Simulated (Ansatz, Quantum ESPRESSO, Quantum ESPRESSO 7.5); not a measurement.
# Li(100), 5 layers, one monolayer of Na on hollow sites: vacuum level and surface dipole

How much energy does it take to lift an electron out of Li(100), 5 layers, one monolayer of Na on hollow sites, and how far do the settings matter?

Method: plane-wave DFT, PBE, GBRV ultrasoft pseudopotentials (geometry and cross-check by Ansatz 0.2.0 with PAW datasets; geometry under PBE), in Quantum ESPRESSO 7.5.

## 1. Set-up

The cell holds 6 atoms: 5 Li and 1 Na. Cell: a = 3.490 Å, b = 3.490 Å, c = 25.980 Å, α = 90.0°, β = 90.0°, γ = 90.0°. It derives from Li. Vacuum lies along c.

## 2. Relaxation with Ansatz

A relaxation in Ansatz fixes the structure of this slab for the runs on it.

input.yaml

```yaml
crystal:
  lattice:
    - [3.49, 0.0, 0.0]
    - [0.0, 3.49, 0.0]
    - [0.0, 0.0, 25.98]
  atoms:
    - { symbol: Li, position: [0.0, 0.0, 0.3194765204] }
    - { symbol: Li, position: [0.5, 0.5, 0.386643572] }
    - { symbol: Li, position: [0.0, 0.0, 0.4538106236] }
    - { symbol: Li, position: [0.5, 0.5, 0.5209776751] }
    - { symbol: Li, position: [0.0, 0.0, 0.5881447267] }
    - { symbol: Na, position: [0.5, 0.5, 0.6496529293] }
kpoints:
  mp_grid: { grid: [8, 8, 1] }
hamiltonian:
  xc: pbe
scf:
  occupations: { method: fermi_dirac, width: 0.1 }
  convergence: { dr2_threshold: 1.0e-08 }
efield:
  axis: 3
  dipole_correction: true
  ramp_position: 0.97
  ramp_width: 0.04
relax:
  f_tol: 0.01
  constraints: [{ sites: [0, 1, 2] }]
output:
  write_potential: true
  write_density: true
  volumetric_format: npy
```

On the command line:

```
$ ansatz run input.yaml --threads 2 --pin off --max-ram 4096MiB --backend cpu --events-out ev --progress --plain --runs-dir out
```

Numbers of over 12 decimals in the logs are rounded to 6 here.

The program printed:

```text
Engine: ansatz 0.2.0, aarch64-unknown-linux-gnu
Pseudopotentials: kind: paw
Pseudopotential: Li, paw, valence charge 3, recommended cutoff 420 eV (normal), Li.paw.azcp
Pseudopotential: Na, paw, valence charge 9, recommended cutoff 420 eV (normal), Na.paw.azcp
Functional definition: PBE
  parameter kappa = 0.804
  parameter beta = 0.066725
  exchange = pbe_x(kappa = kappa, mu = beta*pi^2/3)
  correlation = pbe_c(beta = beta)
Crystal: 6 atoms, lattice volume = 316.439 Å³
Basis set: ecut = 420 eV, 6131 PW (Γ), exchange–correlation on 48×48×360 points (8 copies of the dense FFT grid, shifted against one another)
Bands: 18, of which v1, the nominal top of the filled ones, is band 12 counted from 1 (11 counted from 0)
Symmetry: 8 space group operations
Space group: P4mm (ITA 99), of the structure as read, at distance tolerance 6.8e-5 Å
k-points: 15 of 64
Non-local potential: Li, projectors of the file, l = 0: 3, l = 1: 2, l = 2: 1
Non-local potential: Na, projectors of the file, l = 0: 3, l = 1: 2, l = 2: 1
PAW form: soft (Blöchl's): semilocal exchange-correlation on the pseudo side does not see the compensation charge
PAW one-centre angular grid: Li, 110 points (default); XC on 64 Gauss nodes
PAW one-centre angular grid: Na, 110 points (default); XC on 64 Gauss nodes
Initial density: superposition of atomic densities (neutral atoms: chi_scale 0, normalization atom), corrected by the library's trained network
Initial wavefunctions: pseudopotential atomic-orbital guess
Functional: x = pbe(κ = 0.804, μ = 0.219515), c = pbe(β = 0.066725)
SCF iter   1: F=—  HF=-2509.215581 eV  |F-HF|=—  |Δ(HF+E_count)|=         —  Δρ=1.45e-3  dr2=4.34e-1  ethr=1.77e-3  p=0.004 e·Å  D=2.30e-3 V/Å  ΔV_dip=-0.06 eV  dr2_dipole=2.39e-1  V_vac-E_F(+/−)=2.74/2.80 eV  ⟨swp⟩=8.3  Hψ=1684  notcnv=0
efield: sawtooth ramp at fractional position 0.9700 (set: `efield.ramp_position`, or a place that a band, a saddle search or an elastic batch's reference lends), width 0.0400; the density the first Hamiltonian is built on has a dipole p = 0.004 e·Å; the dipole correction subtracts the counter field D = 2.30e-3 V/Å, which shifts the + side's vacuum level by -0.06 eV against the − side's; the planar-averaged density in the ramp window peaks in size at 1.4e-5 e/Å³
preconditioner: auto → LDOS  [metal: Δε(μ)=0.088 eV  Ē_g=3.356 eV  σ=0.100 eV  W_gap=0.22  n_scr=14 (ndim 8)  ℏωp=5.1 eV  f_vac=0.501  D(μ)=2.92/eV (n_scr^D=10)  β→1.0]
SCF iter   2: F=—  HF=-2509.197998 eV  |F-HF|=—  |Δ(HF+E_count)|=   1.76e-2  Δρ=4.07e-4  dr2=7.62e-3  ethr=1.77e-3  p=0.018 e·Å  D=1.03e-2 V/Å  ΔV_dip=-0.27 eV  dr2_dipole=3.18e-3  V_vac-E_F(+/−)=2.77/3.04 eV  ⟨swp⟩=1.4  Hψ=402  notcnv=0
SCF iter   3: F=—  HF=-2509.198143 eV  |F-HF|=—  |Δ(HF+E_count)|=   1.45e-4  Δρ=2.07e-4  dr2=1.94e-4  ethr=3.17e-5  p=0.017 e·Å  D=9.82e-3 V/Å  ΔV_dip=-0.26 eV  dr2_dipole=2.02e-5  V_vac-E_F(+/−)=2.79/3.05 eV  ⟨swp⟩=1.4  Hψ=282  notcnv=0
SCF iter   4: F=—  HF=-2509.198116 eV  |F-HF|=—  |Δ(HF+E_count)|=   2.64e-5  Δρ=7.75e-5  dr2=2.18e-5  ethr=8.10e-7  p=0.017 e·Å  D=9.58e-3 V/Å  ΔV_dip=-0.25 eV  dr2_dipole=1.41e-6  V_vac-E_F(+/−)=2.80/3.05 eV  ⟨swp⟩=2.0  Hψ=413  notcnv=0
SCF iter   5: F=—  HF=-2509.198051 eV  |F-HF|=—  |Δ(HF+E_count)|=   6.49e-5  Δρ=1.52e-5  dr2=1.34e-6  ethr=9.09e-8  p=0.016 e·Å  D=9.42e-3 V/Å  ΔV_dip=-0.24 eV  dr2_dipole=4.08e-7  V_vac-E_F(+/−)=2.81/3.05 eV  ⟨swp⟩=2.0  Hψ=425  notcnv=0
SCF iter   6: F=—  HF=-2509.198056 eV  |F-HF|=—  |Δ(HF+E_count)|=   4.66e-6  Δρ=2.62e-6  dr2=7.85e-8  ethr=5.57e-9  p=0.016 e·Å  D=9.32e-3 V/Å  ΔV_dip=-0.24 eV  dr2_dipole=2.81e-8  V_vac-E_F(+/−)=2.81/3.05 eV  ⟨swp⟩=2.1  Hψ=416  notcnv=0
SCF iter   7: F=-2509.198056 eV  HF=-2509.198056 eV  |F-HF|=8.64e-12  |Δ(HF+E_count)|=   3.50e-8  Δρ=4.74e-7  dr2=2.82e-9  ethr=4.17e-11  p=0.016 e·Å  D=9.29e-3 V/Å  ΔV_dip=-0.24 eV  dr2_dipole=6.79e-10  V_vac-E_F(+/−)=2.81/3.05 eV  ⟨swp⟩=8.1  Hψ=1430  notcnv=0
SCF 1 converged in 7 iterations: F = -2509.198056 eV  dr2 = 2.82e-9
  greatest PAW one-centre occupation: 1.000 electrons in one spin orbital (limit 2), on the Li atom at site 0 (counted from 0), in its partial waves of l = 0
relax step   1: F+E_penalty+E_count = -2509.19805614 eV  Δ(F+E_penalty+E_count) = +0.000e0 eV  max|allowed force component| = 5.170e-1 eV/Å  Δτ_max = 0.0000 Å  (7 SCF iters, accepted)
Initial density: handed on by an earlier stage of this run
Initial wavefunctions: those handed on with the density
iter 1 solved again at ethr=5.43e-4 eV; its pass at ethr=3.10e-3 eV (dr2=1.30e-1 eV) is discarded
SCF iter   1: F=—  HF=-2509.327593 eV  |F-HF|=—  |Δ(HF+E_count)|=         —  Δρ=1.41e-3  dr2=1.06e-1  ethr=5.43e-4  p=0.016 e·Å  D=9.30e-3 V/Å  ΔV_dip=-0.24 eV  dr2_dipole=2.46e-2  V_vac-E_F(+/−)=2.80/3.04 eV  ⟨swp⟩=1.0  Hψ=1410  notcnv=0
efield: sawtooth ramp at fractional position 0.9700 (set: `efield.ramp_position`, or a place that a band, a saddle search or an elastic batch's reference lends), width 0.0400; the density the first Hamiltonian is built on has a dipole p = 0.016 e·Å; the dipole correction subtracts the counter field D = 9.30e-3 V/Å, which shifts the + side's vacuum level by -0.24 eV against the − side's; the planar-averaged density in the ramp window peaks in size at 4.8e-6 e/Å³
preconditioner: auto → LDOS  [metal: Δε(μ)=0.106 eV  Ē_g=3.328 eV  σ=0.100 eV  W_gap=0.26  n_scr=14 (ndim 8)  ℏωp=5.1 eV  f_vac=0.492  D(μ)=2.97/eV (n_scr^D=10)  β→1.0]
SCF iter   2: F=—  HF=-2509.317068 eV  |F-HF|=—  |Δ(HF+E_count)|=   1.05e-2  Δρ=4.85e-4  dr2=1.36e-3  ethr=4.41e-4  p=0.020 e·Å  D=1.13e-2 V/Å  ΔV_dip=-0.29 eV  dr2_dipole=2.31e-4  V_vac-E_F(+/−)=2.76/3.05 eV  ⟨swp⟩=1.6  Hψ=285  notcnv=0
SCF iter   3: F=—  HF=-2509.317812 eV  |F-HF|=—  |Δ(HF+E_count)|=   7.44e-4  Δρ=1.51e-4  dr2=1.50e-4  ethr=5.66e-6  p=0.020 e·Å  D=1.16e-2 V/Å  ΔV_dip=-0.30 eV  dr2_dipole=6.46e-6  V_vac-E_F(+/−)=2.75/3.05 eV  ⟨swp⟩=2.6  Hψ=451  notcnv=0
SCF iter   4: F=—  HF=-2509.317807 eV  |F-HF|=—  |Δ(HF+E_count)|=   5.74e-6  Δρ=8.63e-5  dr2=1.50e-5  ethr=6.26e-7  p=0.020 e·Å  D=1.14e-2 V/Å  ΔV_dip=-0.30 eV  dr2_dipole=3.27e-7  V_vac-E_F(+/−)=2.75/3.05 eV  ⟨swp⟩=2.0  Hψ=447  notcnv=0
SCF iter   5: F=—  HF=-2509.317746 eV  |F-HF|=—  |Δ(HF+E_count)|=   6.03e-5  Δρ=3.12e-5  dr2=2.32e-6  ethr=6.26e-8  p=0.020 e·Å  D=1.14e-2 V/Å  ΔV_dip=-0.30 eV  dr2_dipole=2.20e-7  V_vac-E_F(+/−)=2.75/3.05 eV  ⟨swp⟩=2.0  Hψ=444  notcnv=0
[...]
preconditioner: auto → LDOS  [metal: Δε(μ)=0.099 eV  Ē_g=3.280 eV  σ=0.100 eV  W_gap=0.24  n_scr=14 (ndim 8)  ℏωp=5.1 eV  f_vac=0.483  D(μ)=2.79/eV (n_scr^D=10)  β→1.0]
SCF iter   2: F=—  HF=-2509.344832 eV  |F-HF|=—  |Δ(HF+E_count)|=   5.15e-3  Δρ=4.02e-4  dr2=2.41e-3  ethr=2.92e-4  p=0.016 e·Å  D=9.40e-3 V/Å  ΔV_dip=-0.24 eV  dr2_dipole=1.14e-4  V_vac-E_F(+/−)=2.79/3.04 eV  ⟨swp⟩=1.4  Hψ=402  notcnv=0
SCF iter   3: F=—  HF=-2509.345055 eV  |F-HF|=—  |Δ(HF+E_count)|=   2.23e-4  Δρ=1.03e-4  dr2=1.87e-4  ethr=1.00e-5  p=0.019 e·Å  D=1.08e-2 V/Å  ΔV_dip=-0.28 eV  dr2_dipole=5.10e-5  V_vac-E_F(+/−)=2.76/3.04 eV  ⟨swp⟩=1.7  Hψ=308  notcnv=0
SCF iter   4: F=—  HF=-2509.345061 eV  |F-HF|=—  |Δ(HF+E_count)|=   5.90e-6  Δρ=3.02e-5  dr2=1.38e-5  ethr=7.80e-7  p=0.019 e·Å  D=1.08e-2 V/Å  ΔV_dip=-0.28 eV  dr2_dipole=7.33e-6  V_vac-E_F(+/−)=2.76/3.04 eV  ⟨swp⟩=1.3  Hψ=276  notcnv=0
SCF iter   5: F=—  HF=-2509.345009 eV  |F-HF|=—  |Δ(HF+E_count)|=   5.21e-5  Δρ=7.83e-6  dr2=8.79e-7  ethr=5.76e-8  p=0.019 e·Å  D=1.11e-2 V/Å  ΔV_dip=-0.29 eV  dr2_dipole=2.68e-7  V_vac-E_F(+/−)=2.75/3.04 eV  ⟨swp⟩=1.9  Hψ=306  notcnv=0
SCF iter   6: F=—  HF=-2509.345016 eV  |F-HF|=—  |Δ(HF+E_count)|=   7.03e-6  Δρ=3.14e-6  dr2=3.44e-8  ethr=3.66e-9  p=0.019 e·Å  D=1.11e-2 V/Å  ΔV_dip=-0.29 eV  dr2_dipole=5.89e-9  V_vac-E_F(+/−)=2.75/3.04 eV  ⟨swp⟩=2.0  Hψ=306  notcnv=0
SCF iter   7: F=-2509.345016 eV  HF=-2509.345016 eV  |F-HF|=1.67e-9  |Δ(HF+E_count)|=  3.07e-10  Δρ=1.13e-6  dr2=3.62e-9  ethr=4.17e-11  p=0.019 e·Å  D=1.11e-2 V/Å  ΔV_dip=-0.29 eV  dr2_dipole=6.21e-12  V_vac-E_F(+/−)=2.75/3.04 eV  ⟨swp⟩=7.7  Hψ=1429  notcnv=0
SCF 3 converged in 7 iterations: F = -2509.345016 eV  dr2 = 3.62e-9
relax step   3: F+E_penalty+E_count = -2509.34501577 eV  Δ(F+E_penalty+E_count) = -2.726e-2 eV  max|allowed force component| = 5.646e-2 eV/Å  Δτ_max = 0.1915 Å  (7 SCF iters, accepted)
[...]
relax step   4: F+E_penalty+E_count = -2509.34933650 eV  Δ(F+E_penalty+E_count) = -4.321e-3 eV  max|allowed force component| = 1.279e-2 eV/Å  Δτ_max = 0.1487 Å  (7 SCF iters, accepted)
SCF iter   1: F=—  HF=-2509.350191 eV  |F-HF|=—  |Δ(HF+E_count)|=         —  Δρ=2.94e-4  dr2=6.55e-3  ethr=1.26e-4  p=0.019 e·Å  D=1.08e-2 V/Å  ΔV_dip=-0.28 eV  dr2_dipole=4.26e-4  V_vac-E_F(+/−)=2.74/3.02 eV  ⟨swp⟩=3.2  Hψ=707  notcnv=0
efield: sawtooth ramp at fractional position 0.9700 (set: `efield.ramp_position`, or a place that a band, a saddle search or an elastic batch's reference lends), width 0.0400; the density the first Hamiltonian is built on has a dipole p = 0.019 e·Å; the dipole correction subtracts the counter field D = 1.08e-2 V/Å, which shifts the + side's vacuum level by -0.28 eV against the − side's; the planar-averaged density in the ramp window peaks in size at 5.1e-6 e/Å³
preconditioner: auto → LDOS  [metal: Δε(μ)=0.095 eV  Ē_g=3.258 eV  σ=0.100 eV  W_gap=0.23  n_scr=14 (ndim 8)  ℏωp=5.1 eV  f_vac=0.477  D(μ)=2.58/eV (n_scr^D=10)  β→1.0]
SCF iter   2: F=—  HF=-2509.349614 eV  |F-HF|=—  |Δ(HF+E_count)|=   5.77e-4  Δρ=8.64e-5  dr2=4.17e-4  ethr=2.73e-5  p=0.018 e·Å  D=1.05e-2 V/Å  ΔV_dip=-0.27 eV  dr2_dipole=1.72e-4  V_vac-E_F(+/−)=2.75/3.02 eV  ⟨swp⟩=1.0  Hψ=390  notcnv=0
SCF iter   3: F=—  HF=-2509.349617 eV  |F-HF|=—  |Δ(HF+E_count)|=   3.08e-6  Δρ=2.17e-5  dr2=8.36e-6  ethr=1.74e-6  p=0.019 e·Å  D=1.06e-2 V/Å  ΔV_dip=-0.28 eV  dr2_dipole=1.88e-10  V_vac-E_F(+/−)=2.74/3.02 eV  ⟨swp⟩=1.0  Hψ=270  notcnv=0
SCF iter   4: F=—  HF=-2509.349584 eV  |F-HF|=—  |Δ(HF+E_count)|=   3.35e-5  Δρ=8.68e-6  dr2=3.71e-7  ethr=3.48e-8  p=0.019 e·Å  D=1.07e-2 V/Å  ΔV_dip=-0.28 eV  dr2_dipole=5.52e-8  V_vac-E_F(+/−)=2.74/3.02 eV  ⟨swp⟩=2.3  Hψ=354  notcnv=0
SCF iter   5: F=—  HF=-2509.349584 eV  |F-HF|=—  |Δ(HF+E_count)|=   4.73e-8  Δρ=6.01e-6  dr2=6.68e-8  ethr=1.55e-9  p=0.019 e·Å  D=1.08e-2 V/Å  ΔV_dip=-0.28 eV  dr2_dipole=8.66e-10  V_vac-E_F(+/−)=2.74/3.02 eV  ⟨swp⟩=2.0  Hψ=453  notcnv=0
SCF iter   6: F=-2509.349584 eV  HF=-2509.349584 eV  |F-HF|=6.34e-9  |Δ(HF+E_count)|=   2.43e-8  Δρ=8.18e-7  dr2=8.09e-9  ethr=4.17e-11  p=0.019 e·Å  D=1.08e-2 V/Å  ΔV_dip=-0.28 eV  dr2_dipole=9.09e-10  V_vac-E_F(+/−)=2.74/3.02 eV  ⟨swp⟩=5.9  Hψ=1484  notcnv=0
SCF 5 converged in 6 iterations: F = -2509.349584 eV  dr2 = 8.09e-9
relax step   5: F+E_penalty+E_count = -2509.34958364 eV  Δ(F+E_penalty+E_count) = -2.471e-4 eV  max|allowed force component| = 6.904e-3 eV/Å  Δτ_max = 0.0404 Å  (6 SCF iters, accepted)
NSCF: frozen V_eff on 15 k-points
the band table was solved once a step of the walk had ended and its energy, with any forces and stress, was formed, with the checks that follow a solve (1689 applications of the Hamiltonian). They found nothing against the state; the energy, forces and stress were not computed again (output.eigenvalues in the input reference)
WARN: The output density's exchange-correlation potential varies sharply where the density is thin. Do not read a vacuum level from v_tot or v_xc, or from such a field of the output density. On a cell that repeats whose density bears no net charge and no dipole along the vacuum's axis use v_es (v_loc + v_h of the components); under efield.dipole_correction with no amplitude use v_es + v_field, which holds any externa [...]
SCF converged after 6 iterations
Free energy (F): -2509.349584 eV
Harris-Foulkes:  -2509.349584 eV  (|F-HF|=6.34e-9)
Internal energy: -2509.260981 eV  (E = F + TS)
E sigma→0 (E₀):  -2509.305282 eV
Entropy (-TS):   -0.088603 eV (-14.767 meV/atom)
Fermi energy:    -0.996351 eV
Dipole field:    D = 0.010748 V/Å  (p = 0.018795 e·Å, saw-weighted, corrected)
Work function:   Φ+ = 2.7375 eV   Φ− = 3.0167 eV
Levels:          The Fermi level and band energies are counted from a zero that moves with the ramp; work functions are not
--- Per-component energies (eV) ---
  E_band       = -755.407193
  E_kinetic    = 224.806770
  E_local      = -7892.975172  (includes V_loc(G=0)·N_el)
  E_nonlocal   = -51.218800
  E_hartree    = 3590.086676
  E_xc         = -87.720541
  E_vxc        = -112.792991  (∫ρ·V_xc dr)
  E_paw        = -368.169543  (= ΣΔE_a)
  E_vpaw       = -103.098770  (= ΣTr[D̂ρ^β])
  E_aug_tail   = 0.000043  (compensation charges beyond the density's cutoff)
  E_efield     = 0.000101  (sawtooth field / dipole correction)
  E_vefield    = -0.300179  (∫n·V_field dr)
  E_ewald      = 2075.929486
  E_smearing   = -0.088603  (= −TS)
  E_closure    = 0.000000  (closes the sum)
  Σ components = -2509.349584   (vs F -2509.349584, Δ=0.00e0)
--- Forces (eV/Å), atoms counted from 1 ---
  atom   1  Li    -0.00000000     0.00000000    -0.01536127
  atom   2  Li     0.00000000     0.00000000     0.04286599
  atom   3  Li     0.00000000     0.00000000    -0.02848609
  atom   4  Li     0.00000000     0.00000000     0.00255136
  atom   5  Li    -0.00000000     0.00000000    -0.00690387
  atom   6  Na     0.00000000     0.00000000     0.00534028
  max |Σ_I F_I| component: 6.40e-6 eV/Å
--- Band table (eV; the first three rows and the last of 15) ---
  k-point 0: bands = [... 8 lower, -25.9282, -4.3697, -3.8661, -3.0536, -1.9131, -0.7552, 0.2860, 1.3954, ... 2 higher]
  k-point 1: bands = [... 8 lower, -25.9277, -4.2197, -3.7051, -2.8927, -1.7581, -0.6002, 0.4413, 1.5555, ... 2 higher]
  k-point 2: bands = [... 8 lower, -25.9266, -3.7711, -3.2277, -2.4146, -1.3097, -0.1898, 0.6749, 1.3376, ... 2 higher]
  k-point 14: bands = [... 8 lower, -25.9416, -0.5170, -0.5170, 0.3622, 0.3622, 1.6758, 1.6758, 2.0570, ... 2 higher]
--- Relaxed structure (5 steps of the walk, 5 accepted, 0 SCFs on fresh bases) ---
  F+E_penalty+E_count = -2509.34958364 eV   max|allowed force component| = 6.904e-3 eV/Å
  atoms:
    - { symbol: Li, position: [0.0, 0.0, 0.3194765204] }
    - { symbol: Li, position: [0.5, 0.5, 0.386643572] }
    - { symbol: Li, position: [0.0, 0.0, 0.4538106236] }
    - { symbol: Li, position: [0.5, 0.5, 0.518558] }
    - { symbol: Li, position: [0, 0.0, 0.585360] }
    - { symbol: Na, position: [0.5, 0.5, 0.671581] }
```

It took 13 s on 2 threads of Arm Neoverse V2, shared host; peak memory 0.44 GiB.

The steps of the relaxation:

```tsv
step	energy less that of the first step (eV)	largest force component (eV/Å)
1	0.0000	0.5170
2	-0.1197	0.2015
3	-0.1470	0.0565
4	-0.1513	0.0128
5	-0.1515	0.0069
```

Forces are held to the 8 operations that the run works with; a distortion that breaks them can't arise in this run.

The atoms that moved most (Å):

```tsv
atom	dx	dy	dz	length
Na6	0.000	0.000	0.570	0.570
Li5	0.000	0.000	-0.072	0.072
Li4	0.000	0.000	-0.063	0.063
```

The relaxation lowers the energy by 25 meV an atom. Held were the atoms numbered 1, 2 and 3; the forces quoted are those on the free ones.

This step gave:

| Property | Result |
| --- | --- |
| free energy | -2509.3496 eV |
| energy at zero smearing | -2509.3053 eV |
| smearing term TS | 0.08860 eV |
| Fermi energy | -0.9964 eV |
| symmetry operations | 8 |
| work function of the upper face | 2.737 eV |
| work function of the lower face | 3.017 eV |
| dipole along the normal | 0.01879 e·Å |

[end of part 1 of 5]

[Logs are printed without paths, hosts, clocks, repeated set-up lines and the standing remarks that a program may print on its own settings, such as how far it seeks lower states.]

[Hosts, paths, dates, database ids (printed as entryN), source tags and the programs' standing remarks are cut or masked in the printed files.]

[Maps of the electrostatic potential energy from Ansatz leave out the sawtooth potential of an applied field or a dipole correction, so their vacuum need not be flat; planar profiles and work functions include it.]
